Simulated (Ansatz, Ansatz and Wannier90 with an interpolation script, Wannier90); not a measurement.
# From a coarse GW mesh to bands everywhere: PbIF (P4/nmm)

Wanted: quasiparticle gap and band widths of PbIF (P4/nmm) over the whole zone.

Program: Ansatz 0.2.0. Level of theory: LDA, Wannier functions and G0W0, plane waves, PAW. Results are calculated unless marked as measured.

## Step 1: The starting structure

Symmetry: P4/nmm, No. 129, tetragonal system. The conventional cell has a = 4.237 Å, b = 4.237 Å, c = 8.800 Å, α = 90.00°, β = 90.00°, γ = 90.00°. Nearest to Pb lie 4 F at 2.56 Å and 4 I at 3.36 Å. Nearest to I lie 4 Pb at 3.36 Å. Nearest to F lie 4 Pb at 2.56 Å. Farther neighbours and most contacts between anions are not listed.

The cell and positions come from the Crystallography Open Database and are kept as given unless a step says otherwise. Spin-orbit coupling is left out unless a step names it. The default PAW set here is soft_2. Its files were made with PBE.

## Step 2: LDA bands

The cheap functional maps the bands first; the places of the edges decide which points the dearer methods must see.

This step: DFT, LDA, plane waves, PAW.

Contents of input.yaml:

```yaml
crystal:
  lattice:
    - [4.2374, 0.0, 0.0]
    - [0.0, 4.2374, 0.0]
    - [0.0, 0.0, 8.8]
  atoms:
    - { symbol: Pb, position: [0.5, 0.0, 0.16392] }
    - { symbol: Pb, position: [0.0, 0.5, 0.83608] }
    - { symbol: I, position: [0.5, 0.0, 0.66297] }
    - { symbol: I, position: [0.0, 0.5, 0.33703] }
    - { symbol: F, position: [0.0, 0.0, 0.0] }
    - { symbol: F, position: [0.5, 0.5, 0.0] }
kpoints:
  mp_grid: { grid: [4, 4, 2] }
  band_path:
    path:
      - [[0.0, 0.0, 0.0], [0.0, 0.5, 0.0], [0.5, 0.5, 0.0], [0.0, 0.0, 0.0], [0.0, 0.0, 0.5], [0.0, 0.5, 0.5], [0.5, 0.5, 0.5], [0.0, 0.0, 0.5]]
      - [[0.0, 0.5, 0.0], [0.0, 0.5, 0.5]]
      - [[0.5, 0.5, 0.0], [0.5, 0.5, 0.5]]
    npoints: 10
hamiltonian:
  xc: lda
scf:
  occupations: { method: fermi_dirac, width: 0.02 }
  n_extra_bands: 84
output:
  eigenvalues: true
  forces: true
  stress: true
  fatbands: true
  write_density: true
  write_potential: true
  elf: true
  volumetric_format: npy
```

On the command line:

```console
$ ansatz run input.yaml --threads 4 --pin off --max-ram 18432MiB --backend cpu --events-out ev --progress --plain --runs-dir out
```

Numbers of over 12 decimals in the logs are rounded to 6 here.

Log:

```text
scf.n_extra_bands = 84 over 38 filled bands (N_el = 76.0): the run solves 122 bands
Engine: ansatz 0.2.0, aarch64-unknown-linux-gnu
Pseudopotentials: kind: paw
Pseudopotential: Pb, paw, valence charge 14, recommended cutoff 420 eV (normal), Pb.paw.azcp
Pseudopotential: I, paw, valence charge 17, recommended cutoff 420 eV (normal), I.paw.azcp
Pseudopotential: F, paw, valence charge 7, recommended cutoff 420 eV (normal), F.paw.azcp
Functional definition: SPW92
  exchange = slater_x
  correlation = pw_c
Crystal: 6 atoms, lattice volume = 158.009 Å³
Basis set: ecut = 420 eV, 3053 PW (Γ)
Bands: 122, of which v1, the nominal top of the filled ones, is band 38 counted from 1 (37 counted from 0)
Symmetry: 16 space group operations
Space group: P4/nmm (ITA 129), of the structure as read, at distance tolerance 5.4e-5 Å
k-points: 12 of 32
Non-local potential: Pb, projectors of the file, l = 0: 2, l = 1: 2, l = 2: 2, l = 3: 2
Non-local potential: I, projectors of the file, l = 0: 2, l = 1: 2, l = 2: 2, l = 3: 2
Non-local potential: F, projectors of the file, l = 0: 2, l = 1: 2, l = 2: 1
PAW form: soft (Blöchl's): semilocal exchange-correlation on the pseudo side does not see the compensation charge
PAW frozen core: Pb, regenerated for the run's functional, and the local potential with it (the file was generated under x = pbe(κ = 0.804, μ = 0.219515), c = pbe(β = 0.066725))
PAW frozen core: I, regenerated for the run's functional, and the local potential with it (the file was generated under x = pbe(κ = 0.804, μ = 0.219515), c = pbe(β = 0.066725))
PAW frozen core: F, regenerated for the run's functional, and the local potential with it (the file was generated under x = pbe(κ = 0.804, μ = 0.219515), c = pbe(β = 0.066725))
PAW one-centre angular grid: Pb, 590 points (default); XC on 64 Gauss nodes
PAW one-centre angular grid: I, 590 points (default); XC on 64 Gauss nodes
PAW one-centre angular grid: F, 110 points (default); XC on 64 Gauss nodes
Initial density: superposition of atomic densities (neutral atoms: chi_scale 0, normalization atom), corrected by the library's trained network
Initial wavefunctions: pseudopotential atomic-orbital guess
Functional: x = slater, c = lda
SCF iter   1: F=—  HF=-39507.150524 eV  |F-HF|=—  |Δ(HF+E_count)|=         —  Δρ=1.13e-2  dr2=1.54e-1  ethr=1.77e-3  ⟨swp⟩=6.0  Hψ=7340  notcnv=0  defer=709
preconditioner: auto → Resta (q_TF=auto, 2.415 Å⁻¹)  ε∞=1.5  [insulator: Δε(μ)=1.491 eV  Ē_g=29.821 eV  σ=0.020 eV  W_gap=1.00  n_scr=38 (ndim 8)  ℏωp=22.1 eV  f_vac=0.026  D(μ)=0.00/eV (n_scr^D=0)  ε∞_Penn≈1.5]
SCF iter   2: F=—  HF=-39507.115786 eV  |F-HF|=—  |Δ(HF+E_count)|=   3.47e-2  Δρ=6.53e-3  dr2=4.22e-2  ethr=2.03e-4  ⟨swp⟩=2.0  Hψ=2101  notcnv=0  defer=933
SCF iter   3: F=—  HF=-39507.106344 eV  |F-HF|=—  |Δ(HF+E_count)|=   9.44e-3  Δρ=1.81e-3  dr2=4.60e-3  ethr=5.56e-5  ⟨swp⟩=2.0  Hψ=941  notcnv=0  defer=933
SCF iter   4: F=—  HF=-39507.105664 eV  |F-HF|=—  |Δ(HF+E_count)|=   6.81e-4  Δρ=7.35e-4  dr2=1.00e-3  ethr=6.05e-6  ⟨swp⟩=1.7  Hψ=1440  notcnv=0  defer=933
SCF iter   5: F=—  HF=-39507.105494 eV  |F-HF|=—  |Δ(HF+E_count)|=   1.70e-4  Δρ=2.15e-4  dr2=4.13e-5  ethr=1.32e-6  ⟨swp⟩=1.8  Hψ=765  notcnv=0  defer=933
SCF iter   6: F=—  HF=-39507.105492 eV  |F-HF|=—  |Δ(HF+E_count)|=   1.36e-6  Δρ=2.93e-5  dr2=1.31e-6  ethr=5.44e-8  ⟨swp⟩=2.2  Hψ=850  notcnv=0  defer=933
SCF iter   7: F=—  HF=-39507.105492 eV  |F-HF|=—  |Δ(HF+E_count)|=   2.07e-8  Δρ=9.76e-6  dr2=1.02e-7  ethr=1.73e-9  ⟨swp⟩=2.0  Hψ=938  notcnv=0  defer=933
SCF iter   8: F=-39507.105492 eV  HF=-39507.105492 eV  |F-HF|=2.15e-9  |Δ(HF+E_count)|=   3.02e-8  Δρ=1.57e-6  dr2=3.16e-9  ethr=1.32e-10  ⟨swp⟩=21.4  Hψ=14529  notcnv=0
SCF 1 converged in 8 iterations: F = -39507.105492 eV  dr2 = 3.16e-9
[...]
NSCF: frozen V_eff on 93 k-points
SCF converged after 8 iterations
Free energy (F): -39507.105492 eV
Harris-Foulkes:  -39507.105492 eV  (|F-HF|=2.15e-9)
Internal energy: -39507.105492 eV  (E = F + TS)
E sigma→0 (E₀):  -39507.105492 eV
Fermi energy:    7.379182 eV
--- Per-component energies (eV) ---
  E_band       = -922.210044
  E_kinetic    = 1360.195152
  E_local      = -7353.874822  (includes V_loc(G=0)·N_el)
  E_nonlocal   = 688.027761
  E_hartree    = 3371.704786
  E_xc         = -849.432419
  E_vxc        = -726.600236  (∫ρ·V_xc dr)
  E_paw        = -29892.189901  (= ΣΔE_a)
  E_vpaw       = -1633.370774  (= ΣTr[D̂ρ^β])
  E_aug_tail   = 0.004281  (compensation charges beyond the density's cutoff)
  E_ewald      = -6833.173836
  E_core_change = 1.633506  (= ΣΔE_core)
  E_smearing   = -0.000000  (= −TS)
  E_closure    = -0.000000  (closes the sum)
  Σ components = -39507.105492   (vs F -39507.105492, Δ=0.00e0)
--- Forces (eV/Å), atoms counted from 1 ---
  atom   1  Pb     0.00000000     0.00000000    -0.24624373
  atom   2  Pb     0.00000000     0.00000000     0.24624373
  atom   3  I      0.00000000     0.00000000     0.14764116
  atom   4  I      0.00000000     0.00000000    -0.14764116
  atom   5  F     -0.00000000     0.00000000     0.00000000
  atom   6  F     -0.00000000     0.00000000    -0.00000000
  max |Σ_I F_I| component: 1.01e-28 eV/Å
--- Stress (GPa, compression-positive) ---
       -3.296077       0.000000       0.000000
        0.000000      -3.296077       0.000000
        0.000000       0.000000      -2.445301
  P = ⅓ Tr σ = -3.0125 GPa (-30.125 kbar)
--- Band table (eV; the first three rows and the last of 12) ---
  k-point 0: bands = [... 34 lower, 5.4591, 5.7663, 5.7663, 6.2835, 8.5879, 9.8311, 11.5738, 11.5738, ... 80 higher]
  k-point 1: bands = [... 34 lower, 5.3073, 5.9419, 5.9419, 6.5988, 8.1596, 9.7060, 11.3518, 11.3518, ... 80 higher]
  k-point 2: bands = [... 34 lower, 5.7080, 5.9814, 5.9868, 6.2600, 9.6684, 10.2440, 10.2687, 10.9604, ... 80 higher]
  k-point 11: bands = [... 34 lower, 4.1406, 4.1406, 5.5764, 5.5764, 10.1568, 10.1568, 10.1759, 10.1759, ... 80 higher]
```

The job ended after 35 s (4 threads of Arm Neoverse V1, shared host; peak memory 1.2 GiB).

This step gave:

```yaml
pressure: -3.012 GPa
filled_bands: 38
gap: 1.561 eV
valence_top_at: Z
conduction_bottom_at: Z
least_direct_gap: 1.561 eV
```

The gap is direct, at (0.000, 0.000, 0.500).

Electronic bands along the path, in eV, zero at the top of the highest nominally filled band:

```
    point  band 35  band 36  band 37  band 38  band 39  band 40  band 41  band 42
        Γ    -1.14    -0.83    -0.83    -0.32     1.99     3.23     4.98     4.98
  halfway    -0.89    -0.62    -0.61    -0.34     3.07     3.65     3.67     4.36
        X    -0.63    -0.63    -0.47    -0.47     3.32     3.32     3.95     3.95
  halfway    -1.53    -1.53    -0.98    -0.98     3.04     3.04     4.01     4.01
        M    -1.83    -1.83    -0.91    -0.91     2.76     2.76     3.70     3.70
  halfway    -1.42    -0.89    -0.57    -0.50     2.80     3.79     3.82     4.27
        Γ    -1.14    -0.83    -0.83    -0.32     1.99     3.23     4.98     4.98
  halfway    -1.23    -0.73    -0.73    -0.16     1.75     3.21     4.84     4.84
        Z    -1.29    -0.66    -0.66     0.00     1.56     3.11     4.75     4.75
  halfway    -0.99    -0.60    -0.51    -0.44     2.72     3.20     4.32     4.45
        R    -0.74    -0.74    -0.48    -0.48     3.29     3.29     3.96     3.96
  halfway    -1.64    -1.64    -0.80    -0.80     2.61     2.61     4.46     4.46
        A    -2.46    -2.46    -1.02    -1.02     3.56     3.56     3.58     3.58
  halfway    -1.58    -0.95    -0.68    -0.56     2.46     3.89     4.31     4.34
        Z    -1.29    -0.66    -0.66     0.00     1.56     3.11     4.75     4.75
jump to X    -0.63    -0.63    -0.47    -0.47     3.32     3.32     3.95     3.95
  halfway    -0.68    -0.68    -0.47    -0.47     3.30     3.30     3.95     3.95
        R    -0.74    -0.74    -0.48    -0.48     3.29     3.29     3.96     3.96
jump to M    -1.83    -1.83    -0.91    -0.91     2.76     2.76     3.70     3.70
  halfway    -2.03    -2.03    -0.97    -0.97     3.06     3.06     3.62     3.62
        A    -2.46    -2.46    -1.02    -1.02     3.56     3.56     3.58     3.58
```

Electrostatic potential energy in the ac plane at fractional y = 0.000, with atoms of Pb and I and F within 0.2 Å of it. With pseudopotentials it is smooth inside the atoms' cores, unlike the true potential.

Values in eV, 24 rows by 14 columns, each cell a mean:
```
-34 -26   1  11  11  10  10  10  10  11  11  10 -11 -30
 -7   2  11  12  12  12  11  11  11  12  12  12   8  -2
 11  11  12  12  12  12  12  12  12  12  12  12  11  11
 11  11  11  11  11  11  10  10  11  11  11  11  11  11
 11  11  11  11   9   7   4   4   5   8  10  11  11  11
 11  11  10   9   3  -6 -10 -11  -9  -2   6  10  11  11
 11  11  10   5  -7 -10   0   4  -4 -12  -3   7  10  11
 12  11   9   1 -11  -2  12  13  10  -9  -7   5  10  11
 12  12   9   2 -10  -4   9  11   6 -10  -6   6  11  12
 12  12  11   6  -3 -10  -7  -4  -9  -9   1   9  11  12
 13  12  12  10   6   0  -5  -7  -4   2   8  11  12  12
 13  13  12  12  11   9   8   8   8  10  11  12  12  13
 13  13  13  12  12  12  11  11  12  12  12  12  13  13
 12  12  12  12  12  12  12  12  12  12  12  12  12  12
 12  12  12  12  11  11  11  11  11  11  12  12  12  12
 12  12  11  11  10   9   8   8   9  10  10  11  12  12
 12  11  11   9   7   5   2   1   3   6   8  10  11  11
 11  11   9   7   2 -12 -23 -26 -20  -6   4   8  10  11
 11  10   8   3 -14 -32 -32 -31 -33 -28  -6   5   9  11
 11  10   7  -1 -24 -33 -23 -18 -27 -34 -15   4   9  11
 11  10   8   1 -21 -33 -27 -23 -29 -32 -12   4   9  11
  6   8   9   5  -7 -26 -32 -32 -32 -20  -1   7   9   7
-25 -15   5   8   5  -3 -11 -14  -9   1   6   9  -2 -20
-35 -31  -5  10   9   7   6   5   6   8   9   9 -18 -34
```
Columns run along a (4.2 Å; values clipped at the 3rd and 97th percentile), rows up along c (8.8 Å). Atoms in or near the plane, at fractional coordinates: Pb at (0.50, 0.16), I at (0.50, 0.66), F at (0.00, 0.00).

Valence density in the ac plane at fractional y = 0.000, with atoms of Pb and I and F within 0.2 Å of it. It is the smooth field of the valence electrons, not physical close to the nuclei.

Ten steps, logarithmic in the rise over the least value, from '_' (0 e/Å³) to '@' (17 e/Å³), each cell a mean:
```
%%##==..____________..::++##
++==::..______________..--==
::..____________________....
____________......__________
________..::::::::....______
______..::----==----::..____
____..::--++##%%##==--..____
____..::==##@@@@@@**--::..__
____..::--##@@@@%%++--::____
______::--==**##++==::..____
______..::::------::..______
__________..........________
____________________________
____________________________
____________________________
____________________________
__________....::....________
______..::--======::..______
______..--++**##**==--..____
____..::==**%%%%##**--..____
......::==**##%%##++--......
----::..--==****++==::..::--
##**--::..::------::..::==**
@@%%==::..__......__..--**%%
```
Columns run along a (4.2 Å), rows up along c (8.8 Å). Atoms in or near the plane, at fractional coordinates: Pb at (0.50, 0.16), I at (0.50, 0.66), F at (0.00, 0.00).

## Step 3: Overlaps and projections on 8×8×4

This step: overlaps and projections of LDA states for Wannier90, plane waves, PAW.

input.yaml, the sections that differ from step 2:

```yaml
kpoints:
  mp_grid: { grid: [4, 4, 2] }
scf:
  occupations: { method: fixed }
  n_extra_bands: 84
output:
  wannier:
    kmesh: [8, 8, 4]
    projections:
      - { species: F, l: p, shell: 2 }
      - { species: I, l: p, shell: 5 }
      - { species: Pb, l: p, shell: 6 }
    minimise: false
    seedname: w
    disentanglement: { window: [1.39, 13.76], frozen_window: [1.39, 10.76] }
# crystal, hamiltonian: as in step 2
```

Log:

```text
[...]
Crystal: 6 atoms, lattice volume = 158.009 Å³
Basis set: ecut = 420 eV, 3053 PW (Γ)
Bands: 122, of which v1, the nominal top of the filled ones, is band 38 counted from 1 (37 counted from 0)
Symmetry: 16 space group operations
[...]
k-points: 12 of 32
[...]
--- Band table (eV; the first three rows and the last of 12) ---
  k-point 0: bands = [... 34 lower, 5.4592, 5.7663, 5.7663, 6.2836, 8.5880, 9.8312, 11.5739, 11.5739, ... 80 higher]
  k-point 1: bands = [... 34 lower, 5.3074, 5.9419, 5.9419, 6.5988, 8.1597, 9.7060, 11.3519, 11.3519, ... 80 higher]
  k-point 2: bands = [... 34 lower, 5.7081, 5.9815, 5.9869, 6.2601, 9.6684, 10.2441, 10.2688, 10.9605, ... 80 higher]
  k-point 11: bands = [... 34 lower, 4.1406, 4.1406, 5.5765, 5.5765, 10.1569, 10.1569, 10.1759, 10.1759, ... 80 higher]
[key lines of the parts left out:]
SCF converged after 7 iterations
Free energy (F): -39507.105492 eV
Fermi energy:    6.598840 eV
```

Run time: 51 s. Hardware: 4 threads; peak memory 2.1 GiB.

(Part 1 of 3 ends here.)

[Paths, hosts, dates, memory and timing lines, banners, echoed tables and standing remarks are left out of the program output.]

[Logs are printed without paths, hosts, clocks, repeated set-up lines and the standing remarks that a program may print on its own settings, such as how far it seeks lower states.]

[Runs of the session that timed out or met a known fault of the program may be left out.]

[Hosts, paths, dates, database ids (printed as entryN), source tags and the programs' standing remarks are cut or masked in the printed files.]
